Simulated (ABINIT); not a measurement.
# CdS (Hawleyite): G0W0 in ABINIT against the screening cutoff in the self-energy, part 2 of 2

Aim: move the screening cutoff in the self-energy of a G0W0 run on CdS (Hawleyite) over a wide range.

ABINIT 10.8.3; PBE and many-body steps on it, plane waves. Known limits of the many-body steps: not at the basis limit; no spin-orbit coupling; coarse k mesh.

So far. Step 2 (Screening, 4×4×4 mesh, 331 bands, screening to 272.1 eV): Local fields lower ε∞ by 6 %. On a Γ-centred mesh this coarse the value itself is usually too large, while a short band sum pulls it down. Step 5 (3.5 Ha): The gap on the mesh goes from 1.14 eV to 2.09 eV, a correction of +0.95 eV.

## 6. 5 Ha

Level of this step: G0W0 on PBE, plane waves, norm-conserving pseudopotentials (ABINIT).

run.abi

```
acell 3*1.0 Angstrom
rprim 
  -0.000000000000 2.916500000000 2.916500000000
  2.916500000000 -0.000000000000 2.916500000000
  2.916500000000 2.916500000000 -0.000000000000
ntypat 2
znucl 48 16
natom 2
typat 1 2
xred 
  0.000000000000 0.000000000000 0.000000000000
  0.250000000000 0.250000000000 0.250000000000
pp_dirpath "pseudos"
pseudos "Cd.upf, S.upf"
ecut 47
ngkpt 4 4 4
nshiftk 1
shiftk 0 0 0
kptopt 1
chksymbreak 0
istwfk *1
occopt 1
irdwfk 1
optdriver 4
nband 331
gwcalctyp 0
ecutsigx 47
symsigma 1
nkptgw 1
kptgw 
  0.0000000000 0.0000000000 0.0000000000
bdgw 
  11 17
ecuteps 5
irdscr 1
ppmodel 1
indata_prefix "in"
outdata_prefix "out"
tmpdata_prefix "tmp"
```

Launch:

```console
OMP_NUM_THREADS=1 mpirun -n 8 abinit run.abi > log
```

What it wrote:

```text
.Version 10.8.3 of ABINIT. v10.8.2 released Aug 2026.

 Symmetries : space group F-4 3 m (#216); Bravais cF (face-center cubic)
[... echo of the input left out ...]
== DATASET  1 ==================================================================
-   mpi_nproc: 8, omp_nthreads: 1 (-1 if OMP is not activated)

--- !DatasetInfo
iteration_state: {dtset: 1, }
dimensions: {natom: 2, nkpt: 8, mband: 331, nsppol: 1, nspinor: 1, nspden: 1, mpw: 5180, }
cutoff_energies: {ecut:  47.0, pawecutdg:  -1.0, }
[...]
15  10.897 -10.642  -5.801  -4.492   0.809  -0.236 -10.360   0.282  11.180
       16  10.897 -10.642  -5.801  -4.492   0.809  -0.236 -10.360   0.282  11.180
       17  10.897 -10.642  -5.801  -4.492   0.809  -0.236 -10.360   0.282  11.180

== END DATASET(S) ==============================================================
================================================================================

 -outvars: echo values of variables after computation  --------
           etotal      0.0000000000E+00
            nband         331
             nkpt           8
          spgroup         216
 [... the other variables as echoed above ...]

 Calculation completed.
```

Run time: 8.7 s. Hardware: 8 MPI ranks of AMD EPYC 7R43, shared host; peak memory 1.8 GiB.

This step gave:

```
G0W0 gap on the points computed              : 2.122 eV
starting gap on the mesh                     : 1.145 eV
k of the valence top                         : 0, 0, 0
k of the conduction bottom                   : 0, 0, 0
least direct G0W0 gap on the computed points : 2.122 eV
```

Against the run before, the gap moves by +0.028 eV.

## 7. 7.5 Ha

Changes to run.abi since step 6:

```diff
@@ -33,3 +33,3 @@
   11 17
-ecuteps 5
+ecuteps 7.5
 irdscr 1
```

What it wrote:

```text
.Version 10.8.3 of ABINIT. v10.8.2 released Aug 2026.

 Symmetries : space group F-4 3 m (#216); Bravais cF (face-center cubic)
[... echo of the input left out ...]
== DATASET  1 ==================================================================
-   mpi_nproc: 8, omp_nthreads: 1 (-1 if OMP is not activated)

--- !DatasetInfo
iteration_state: {dtset: 1, }
dimensions: {natom: 2, nkpt: 8, mband: 331, nsppol: 1, nspinor: 1, nspden: 1, mpw: 5180, }
cutoff_energies: {ecut:  47.0, pawecutdg:  -1.0, }
[...]
15  10.897 -10.642  -5.801  -4.498   0.809  -0.236 -10.365   0.278  11.175
       16  10.897 -10.642  -5.801  -4.498   0.809  -0.236 -10.365   0.278  11.175
       17  10.897 -10.642  -5.801  -4.498   0.809  -0.236 -10.365   0.278  11.175

== END DATASET(S) ==============================================================
================================================================================

 -outvars: echo values of variables after computation  --------
           etotal      0.0000000000E+00
            nband         331
             nkpt           8
          spgroup         216
 [... the other variables as echoed above ...]

 Calculation completed.
```

Wall time 19 s (8 MPI ranks); peak memory 3.3 GiB; 2.5 min of CPU time.

This step gave:

- G0W0 gap on the points computed: 2.15 eV
- starting gap on the mesh: 1.145 eV
- k of the valence top: 0, 0, 0
- k of the conduction bottom: 0, 0, 0
- least direct G0W0 gap on the computed points: 2.15 eV

Against the run before, the gap moves by +0.028 eV.

## 8. 10 Ha

Changes to run.abi since step 7:

```diff
@@ -33,3 +33,3 @@
   11 17
-ecuteps 7.5
+ecuteps 10
 irdscr 1
```

What it wrote:

```text
.Version 10.8.3 of ABINIT. v10.8.2 released Aug 2026.

 Symmetries : space group F-4 3 m (#216); Bravais cF (face-center cubic)
[... echo of the input left out ...]
== DATASET  1 ==================================================================
-   mpi_nproc: 8, omp_nthreads: 1 (-1 if OMP is not activated)

--- !DatasetInfo
iteration_state: {dtset: 1, }
dimensions: {natom: 2, nkpt: 8, mband: 331, nsppol: 1, nspinor: 1, nspden: 1, mpw: 5180, }
cutoff_energies: {ecut:  47.0, pawecutdg:  -1.0, }
[...]
15  10.897 -10.642  -5.801  -4.488   0.809  -0.236 -10.357   0.285  11.183
       16  10.897 -10.642  -5.801  -4.488   0.809  -0.236 -10.357   0.285  11.183
       17  10.897 -10.642  -5.801  -4.488   0.809  -0.236 -10.357   0.285  11.183

== END DATASET(S) ==============================================================
================================================================================

 -outvars: echo values of variables after computation  --------
           etotal      0.0000000000E+00
            nband         331
             nkpt           8
          spgroup         216
 [... the other variables as echoed above ...]

 Calculation completed.
```

It took 37 s on 8 MPI ranks; peak memory 4 GiB.

This step gave:

- G0W0 gap on the points computed: 2.165 eV
- starting gap on the mesh: 1.145 eV
- k of the valence top: 0, 0, 0
- k of the conduction bottom: 0, 0, 0
- least direct G0W0 gap on the computed points: 2.165 eV

Against the run before, the gap moves by +0.015 eV.

## 9. The runs together

Times are wall times on 8 MPI ranks of AMD EPYC 7R43, shared host, good to a factor of about two. A run's time includes the screening step that it read.

```
   run   mesh  bands  screening cutoff (eV)  DFT gap (eV)  gap on the mesh (eV)  direct (eV)  ε∞ used     time
  1 Ha  4×4×4    331                   27.2         1.145                 1.944        1.944    11.06  2.4 min
  2 Ha  4×4×4    331                   54.4         1.145                 2.029        2.029    11.06  2.4 min
3.5 Ha  4×4×4    331                   95.2         1.145                 2.094        2.094    11.06  2.4 min
  5 Ha  4×4×4    331                  136.1         1.145                 2.122        2.122    11.06  2.4 min
7.5 Ha  4×4×4    331                  204.1         1.145                 2.150        2.150    11.06  2.6 min
 10 Ha  4×4×4    331                  272.1         1.145                 2.165        2.165    11.06  2.9 min
```

## 10. Summary of results

| Property | Result |
| --- | --- |
| 1 Ha | 1.944 eV |
| 2 Ha | 2.029 eV |
| 3.5 Ha | 2.094 eV |
| 5 Ha | 2.122 eV |
| 7.5 Ha | 2.150 eV |
| 10 Ha | 2.165 eV |
| known limits | not at the basis limit; no spin-orbit coupling; coarse k mesh |

What this shows: The setting moved: screening cutoff in the self-energy. From 1 Ha to 10 Ha the gap moves by +0.22 eV. The last step still moves it by +0.015 eV. Bands and screening cutoff are coupled, so a series along one setting does not show full convergence. Bands and cutoff are finite, so the gap is not at the basis limit. The miss can reach some tenths of an eV and take either sign; the mesh is an error of its own. In the first G0W0 run levels were corrected at 1 k point alone, so a gap called «on the mesh» is the least over those, and an edge elsewhere would be missed. The 4×4×4 mesh is coarse for this cell, which bears on the long-range parts of exchange and screening. The many-body steps are scalar-relativistic: spin-orbit coupling is not in them.

[Paths, hosts, dates, memory and timing lines, banners, echoed tables and standing remarks are left out of the program output.]

[Logs are printed without paths, hosts, clocks, repeated set-up lines and the standing remarks that a program may print on its own settings, such as how far it seeks lower states.]

[Runs of the session that timed out or met a known fault of the program may be left out.]

[No measured gap is set beside runs whose start may be inverted or whose files or cutoffs have a known fault.]

[Hosts, paths, dates, database ids (printed as entryN), source tags and the programs' standing remarks are cut or masked in the printed files.]

[G0W0 gaps are taken among the corrected bands and points alone; a level outside them can change the order at an edge.]

[Where Ansatz stands beside ABINIT at settings called matched, ABINIT's density can come from a denser mesh and the files from another edition; pairs whose starting gaps differed by over 0.03 eV were left out, so agreement reads better than it is.]
